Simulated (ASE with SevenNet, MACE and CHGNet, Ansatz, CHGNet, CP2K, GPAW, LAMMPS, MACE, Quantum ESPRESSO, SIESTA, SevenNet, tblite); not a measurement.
# Running glassy 62GeO2-38BaO (mol %) (76 atoms) with machine-learned potentials

Wanted: machine-learned potentials inputs and outputs for glassy 62GeO2-38BaO (mol %) (76 atoms), checked against a plane-wave reference.

Method: the method is named at each step, in ASE with SevenNet, MACE and CHGNet.

### Step 1. Starting point

The cell holds 76 atoms: 18 Ge, 11 Ba and 47 O. Its edges and angles: a = 10.757 Å, b = 10.757 Å, c = 10.757 Å, α = 90.0°, β = 90.0°, γ = 90.0°. 76 atoms (18 Ge, 11 Ba, 47 O) placed at random at 4.59 g/cm³, melted at 4000 K for 10 ps at fixed volume with the Morse and Coulomb pair potential with partial charges (Pedone, Malavasi, Menziani, Cormack and Segre, J. Phys. Chem. B 110, 11780 (2006)). Quenched from 4000 K to 300 K at 20 K/ps and fixed volume, held 10 ps at zero pressure, then minimised at fixed cell.

The yardstick, on the same geometry:

- method: Kohn-Sham DFT, PBE, SSSP efficiency 1.3.0 pseudopotentials, plane waves (Quantum ESPRESSO 7.5); sssp-pbe-1.3.0-efficiency, cutoffs 60/480 Ry, Γ point
- r.m.s. force component: 1.041 eV/Å
- longest force: 3.581 eV/Å
- pressure: 6.048 GPa
- gap (highest filled to lowest empty level): 1.595 eV
- time: 5.9 min on 4 MPI ranks of Arm Neoverse V1, shared host
- CPU time: 24 min

### Step 2. SevenNet l3i5 potential

Method: machine-learned interatomic potential SevenNet l3i5, trained on PBE(+U) plane-wave data.

File run.py:

```python
import numpy as np
from ase.io import read
import mlip  # loads the published weights by name

atoms = read("structure.xyz")
atoms.calc = mlip.calc("7net-l3i5")
energy = atoms.get_potential_energy()
forces = atoms.get_forces()
print(f"energy {energy:.6f} eV")
print("forces (eV/A)")
for i, (a, f) in enumerate(zip(atoms, forces)):
    print(f"{i:4d} {a.symbol:2s} {f[0]:10.5f} {f[1]:10.5f} {f[2]:10.5f}")
stress = -atoms.get_stress(voigt=False) * 160.21766
print("stress (GPa, compression positive)")
for row in stress:
    print(" ".join(f"{x:10.4f}" for x in row))
```

File structure.xyz:

```xyz
76
Lattice="10.75748 0.00000 0.00000 0.00000 10.75748 0.00000 0.00000 0.00000 10.75748" Properties=species:S:1:pos:R:3 pbc="T T T"
Ge 0.00269 4.22597 3.46273
Ge 9.49961 7.51894 4.36184
Ge 4.00931 4.74437 10.27490
Ge 5.27644 6.50580 2.21529
Ge 5.91124 6.10261 7.80315
Ge 6.84369 0.77336 0.99087
Ge 1.15837 10.22961 2.02531
Ge 8.97550 6.78862 9.26875
Ge 4.10936 9.27919 3.46111
Ge 6.88393 1.88407 4.09903
Ge 9.70583 1.71184 7.26765
Ge 3.94929 2.28844 5.40553
Ge 1.50572 7.87695 8.55575
Ge 7.12048 5.15305 4.80096
Ge 8.41020 9.38095 6.87360
Ge 7.96753 8.34167 1.44150
Ge 5.13046 9.22970 6.64877
Ge 9.99252 1.15213 4.12894
Ba 2.73842 1.19150 9.15031
Ba 3.56062 2.36170 2.04597
Ba 6.13198 2.03424 8.31069
Ba 7.54401 4.31967 0.81671
Ba 4.75986 8.78714 10.17980
Ba 0.77583 6.51688 1.03659
Ba 1.46764 9.73412 5.67263
Ba 10.73242 3.04114 0.29508
Ba 2.68238 5.93469 4.80558
Ba 0.89373 4.57075 7.73796
Ba 9.87945 10.36838 9.96121
O 8.06359 1.67957 0.11349
O 1.51412 0.80412 1.00088
O 8.29961 0.93020 4.27341
O 5.31387 10.15614 2.72422
O 3.61978 2.68604 7.01194
O 4.24189 7.58080 3.01640
O 10.48295 1.34813 5.75934
O 7.38695 3.51651 4.39508
O 0.31487 4.43380 5.10227
O 7.34370 6.12854 8.75820
O 4.06504 3.66809 4.41336
O 6.21653 5.69426 3.38118
O 0.07412 1.96001 8.50443
O 4.74835 5.42381 8.87105
O 4.47296 5.66263 0.95967
O 10.69735 7.17911 8.79553
O 5.31721 7.70128 7.46849
O 8.49992 2.85396 7.22128
O 8.43623 6.27602 4.97802
O 0.37393 9.10319 1.07844
O 10.24747 2.56760 3.21745
O 9.59460 5.08872 2.56189
O 7.72215 10.00639 1.10651
O 0.09649 10.70402 3.30782
O 8.70807 7.60037 0.07971
O 6.42716 7.49312 1.38126
O 0.38329 7.33520 4.02448
[... 16 atom lines left out ...]
O 5.53655 0.47806 10.70778
O 4.24275 9.13977 5.18080
O 2.07512 7.24871 7.08466
O 8.90805 0.15975 7.48462
```

Run with:

```console
$ OMP_NUM_THREADS=1 python run.py > output.txt
```

The program printed:

```text
energy -480.768616 eV
forces (eV/A)
   0 Ge   -0.35281    0.51583    1.06818
   1 Ge   -0.01027   -0.93125   -0.25969
   2 Ge    0.67027   -0.35567   -0.42630
   3 Ge    0.88343    0.69818    0.73989
   4 Ge    0.94922    0.96548   -0.40095
   5 Ge    0.22803   -0.30991    0.13979
   6 Ge   -0.09362    0.30530   -0.66022
   7 Ge    0.05960    0.27131   -1.33204
   8 Ge    2.43538    1.82542   -1.10402
   9 Ge   -0.42830    0.00493    0.71472
  10 Ge   -1.49648    0.59451   -1.32132
  11 Ge   -0.97324    0.32644   -0.86436
  12 Ge    0.87123    0.52186   -0.07557
  13 Ge    0.53717    0.61569   -0.04916
  14 Ge   -0.54068   -1.11120   -0.02663
  15 Ge   -0.37757   -0.09589    1.21462
  16 Ge    1.14824   -0.26130   -0.09063
  17 Ge   -0.50131    1.81511   -0.15705
  18 Ba   -0.06913   -0.48878   -0.96499
  19 Ba   -0.01417    0.00078    1.35180
  20 Ba    0.62612    0.03259   -0.48501
  21 Ba   -0.13034    0.26991    0.34862
  22 Ba   -0.06993   -0.35377   -0.17867
  23 Ba   -0.23354    0.56914    0.20573
[...]
68 O    -2.38935   -0.63609   -0.16480
  69 O     1.83338   -1.52604    0.94251
  70 O    -0.00766   -0.17291    1.72928
  71 O    -0.26295    3.00588   -0.07843
  72 O    -1.73413   -0.03479   -1.28061
  73 O    -1.56434   -0.81557    0.65367
  74 O     0.44253   -1.32697   -2.30572
  75 O    -0.44699   -0.64599    1.22133
stress (GPa, compression positive)
    6.1275    -0.5343    -0.3827
   -0.5343     6.6632    -0.8819
   -0.3827    -0.8819     5.4625
```

Elapsed: 10 s, on 1 thread of Arm Neoverse V1, shared host; peak memory 1.2 GiB.

Banners, paths, timers and routine set-up lines are dropped from the logs unmarked, and long logs keep their key lines alone; longer cuts are marked.

Numbers from this run, and their distance from the reference:

```
r.m.s. force component                  : 1.014 eV/Å
r.m.s. difference of force components   : 70.89 meV/Å
longest difference of force vectors     : 295.3 meV/Å
force difference over r.m.s. force      : 6.812 %
slope of forces against the reference's : 0.9721
correlation of force components         : 0.998
pressure                                : 6.084 GPa
pressure difference                     : 0.0367 GPa
```

Length of the force difference by element (eV/Å):

| element | atoms | mean | most |
| --- | --- | --- | --- |
| Ba | 11 | 0.062 | 0.12 |
| Ge | 18 | 0.15 | 0.30 |
| O | 47 | 0.10 | 0.25 |

A closer look about Ba27, one of the 11 Ba atoms: 9 atoms, nearest first, numbered in the order of the input, with positions taken from that point.

| atom | x | y | z | distance (Å) | bonds | Fx | Fy | Fz (eV/Å) |
| --- | --- | --- | --- | --- | --- | --- | --- | --- |
| Ba27 | 0.00 | 0.00 | 0.00 | 0.00 | 6 | -0.33 | -0.56 | -0.13 |
| O40 | 1.38 | -2.27 | -0.39 | 2.68 | 3 | -0.24 | 2.09 | -1.57 |
| O75 | -0.61 | 1.31 | 2.28 | 2.70 | 4 | 0.44 | -1.33 | -2.31 |
| O56 | -2.30 | 1.40 | -0.78 | 2.80 | 4 | 1.58 | 0.15 | -0.05 |
| O38 | -2.37 | -1.50 | 0.30 | 2.82 | 3 | 1.07 | 0.72 | 2.78 |
| O35 | 1.56 | 1.65 | -1.79 | 2.89 | 3 | -2.01 | -1.33 | 0.52 |
| O68 | -1.23 | -1.57 | -2.25 | 3.01 | 5 | 2.11 | 0.12 | -1.76 |
| Ge1 | -2.68 | -1.71 | -1.34 | 3.45 | 4 | -0.35 | 0.52 | 1.07 |
| O74 | 1.56 | 3.21 | 0.38 | 3.58 | 3 | -1.56 | -0.82 | 0.65 |

Atoms are counted from 1 here, from 0 in the log.

Forces lie 6.8 % from the reference's, at 0.0073 times its CPU time (on 1 against 4 cores).

### Step 3. MACE MP-0b3 medium potential

Method: machine-learned interatomic potential MACE MP-0b3 medium, trained on PBE(+U) plane-wave data.

Edit run.py of step 2 so:

```diff
@@ -5,3 +5,3 @@
 atoms = read("structure.xyz")
-atoms.calc = mlip.calc("7net-l3i5")
+atoms.calc = mlip.calc("mace-mp-0b3-medium")
 energy = atoms.get_potential_energy()
```

structure.xyz is that of step 2.

The program printed:

```text
energy -480.754242 eV
forces (eV/A)
   0 Ge   -0.41978    0.39534    0.94233
   1 Ge   -0.17447   -0.88990   -0.25334
   2 Ge    0.63376   -0.50876   -0.25929
   3 Ge    0.99682    0.60488    0.63534
   4 Ge    0.93671    1.00688   -0.28838
   5 Ge    0.04881   -0.29007    0.01975
   6 Ge   -0.10626    0.34431   -0.76001
   7 Ge   -0.09487    0.29763   -1.18842
   8 Ge    1.99158    1.35782   -0.66366
   9 Ge   -0.33114    0.19232    0.51375
  10 Ge   -1.39059    0.58630   -1.25518
  11 Ge   -0.77106    0.33731   -0.67080
  12 Ge    0.73298    0.43215    0.04642
  13 Ge    0.47352    0.54796   -0.08631
  14 Ge   -0.58896   -1.03228    0.00545
  15 Ge   -0.38258   -0.19502    1.00457
  16 Ge    1.14619   -0.17233    0.02736
  17 Ge   -0.57777    1.76015   -0.02275
  18 Ba   -0.01382   -0.44856   -0.81312
  19 Ba    0.05370    0.01598    1.08322
  20 Ba    0.56815   -0.02351   -0.22116
  21 Ba   -0.23811    0.10370    0.22539
  22 Ba   -0.06754   -0.22059   -0.17400
  23 Ba   -0.16587    0.66115    0.06953
[...]
68 O    -2.37382   -0.59418   -0.18862
  69 O     1.73354   -1.51402    0.78798
  70 O     0.09471   -0.28785    1.68261
  71 O    -0.27516    2.90709   -0.15132
  72 O    -1.68612   -0.09740   -1.19720
  73 O    -1.49184   -0.73227    0.40684
  74 O     0.40798   -1.30358   -2.31552
  75 O    -0.42514   -0.67500    1.12194
stress (GPa, compression positive)
    6.0510    -0.4984    -0.4117
   -0.4984     6.4855    -0.7982
   -0.4117    -0.7982     5.5886
```

It took 8.4 s on 1 thread; peak memory 0.93 GiB.

Numbers from this run, and their distance from the reference:

```yaml
r_m_s_force_component: 0.958 eV/Å
r_m_s_difference_of_force_components: 125.1 meV/Å
longest_difference_of_force_vectors: 590.6 meV/Å
force_difference_over_r_m_s_force: 12.02 %
slope_of_forces_against_the_reference_s: 0.9166
correlation_of_force_components: 0.9956
pressure: 6.042 GPa
pressure_difference: -0.006 GPa
```

Against the first run (6.8 %), the force difference from the reference is 12 %, at 0.81 times the CPU time.

### Step 4. CHGNet 0.3.0 potential

Method: machine-learned interatomic potential CHGNet 0.3.0, trained on PBE(+U) plane-wave data.

Edit run.py of step 3 so:

```diff
@@ -5,3 +5,3 @@
 atoms = read("structure.xyz")
-atoms.calc = mlip.calc("mace-mp-0b3-medium")
+atoms.calc = mlip.calc("chgnet-0.3.0")
 energy = atoms.get_potential_energy()
```

structure.xyz is that of step 3.

The program printed:

```text
CHGNet v0.3.0 initialized with 412,525 parameters
CHGNet will run on cpu
energy -514.679443 eV
forces (eV/A)
   0 Ge   -0.59284    0.45766    1.05351
   1 Ge   -0.25963   -0.97506   -0.15899
   2 Ge    1.09349   -0.28100   -0.17021
   3 Ge    0.94173    0.11904    0.45445
   4 Ge    1.03376    0.94521   -0.29770
   5 Ge    0.37680   -0.17821    0.00084
   6 Ge   -0.07238    0.33221   -0.79048
   7 Ge   -0.21436    0.46723   -1.10101
   8 Ge    1.90761    1.58878   -0.97688
   9 Ge   -0.25366    0.29270    0.39688
  10 Ge   -1.22906    0.39369   -1.12442
  11 Ge   -0.22062    0.21089   -0.66101
  12 Ge    0.51443    0.31984    0.27567
  13 Ge    0.44457    0.76462    0.19866
  14 Ge   -0.57746   -1.13000    0.23342
  15 Ge   -0.16471   -0.07484    0.81028
  16 Ge    1.25304   -0.35109    0.08949
  17 Ge   -0.90071    1.50656   -0.02891
  18 Ba    0.06664   -0.40461   -0.74438
  19 Ba    0.18932   -0.05957    0.98836
  20 Ba    0.53860    0.01208   -0.41082
  21 Ba    0.02929    0.07537    0.23182
  22 Ba   -0.05390   -0.13846   -0.16421
  23 Ba   -0.13631    0.60078    0.13368
[...]
68 O    -2.64590   -0.64872   -0.24103
  69 O     1.34942   -1.44680    1.02958
  70 O     0.13275   -0.29957    1.55952
  71 O    -0.26627    3.04388   -0.19241
  72 O    -1.98701   -0.17656   -1.25429
  73 O    -1.59000   -0.66068    0.29590
  74 O     0.40170   -1.33011   -2.54528
  75 O    -0.35638   -0.38216    1.08942
stress (GPa, compression positive)
    6.7868    -0.4234    -0.1922
   -0.4234     7.1629    -0.4632
   -0.1922    -0.4632     6.4335
```

Run time: 3.7 s. Hardware: 1 thread; peak memory 0.93 GiB.

Compared with the plane-wave run:

```
r.m.s. force component                  : 0.9769 eV/Å
r.m.s. difference of force components   : 171.9 meV/Å
longest difference of force vectors     : 874.9 meV/Å
force difference over r.m.s. force      : 16.52 %
slope of forces against the reference's : 0.9271
correlation of force components         : 0.9875
pressure                                : 6.794 GPa
pressure difference                     : 0.7467 GPa
```

Against the first run (6.8 %), the force difference from the reference is 17 %, at 0.36 times the CPU time.

### Step 5. The ladder

Differences are against the plane-wave reference, forces as r.m.s. over components; share is that over the reference's r.m.s. force, slope the least-squares factor from reference forces to these. Total energies of different programs have different zeros and aren't compared.

| run | Δ force, r.m.s. (meV/Å) | share (%) | slope | Δ pressure (GPa) | cores | CPU time | memory (GiB) |
| --- | --- | --- | --- | --- | --- | --- | --- |
| reference | - | - | - | - | 4 | 24 min | 3.9 |
| SevenNet l3i5 potential | 70.9 | 6.81 | 0.972 | 0.0367 | 1 | 10 s | 1.2 |
| MACE MP-0b3 medium potential | 125 | 12.0 | 0.917 | -0.006 | 1 | 8.3 s | 0.93 |
| CHGNet 0.3.0 potential | 172 | 16.5 | 0.927 | 0.747 | 1 | 3.7 s | 0.93 |

Times of the machine-learned potentials are mostly Python's start and the loading of weights.

CPU time is summed over cores on a shared host, where runs went side by side, so it is rough. Symmetry, cutoffs, thresholds, outputs and thread counts weren't matched or tuned between programs; memory under MPI is the largest rank's times the ranks.

### Step 6. Summary of results

| Property | Result |
| --- | --- |
| nearest in forces | SevenNet l3i5 potential, 6.8 % |
| its CPU time | 10 s |

In words: Machine-learned potentials differ by 6.8 % (SevenNet l3i5 potential) to 17 % (CHGNet 0.3.0 potential); they were trained on other programs' data. The reference's pressure holds the uncorrected Pulay stress of its 60 Ry basis, so small pressure differences, and their order, may be the reference's own error. Machine-learned potentials mimic data converged in k, so the reference's own k-point error enters their differences. The quench rate of 20 K/ps is many orders above laboratory rates, so the cell is likely richer in defects and strain than a real sample. The network of bonds at the start is that of the classical potential that made the cell, and needn't be the one that DFT or experiment would give. The reference's pressure of 6.0 GPa belongs to a cell and atoms that aren't relaxed at this level. The electronic-structure runs sample only Γ, in a cell whose shortest periodic width is 11 Å. Spin–orbit coupling is left out, which matters for the levels of the heavy elements.

[Also dropped from logs without a mark: logging warnings of Python, and SIESTA's first energy breakdown and zero terms.]

[Logs are printed without paths, hosts, clocks, repeated set-up lines and the standing remarks that a program may print on its own settings, such as how far it seeks lower states.]

[Hosts, paths, dates, database ids (printed as entryN), source tags and the programs' standing remarks are cut or masked in the printed files.]
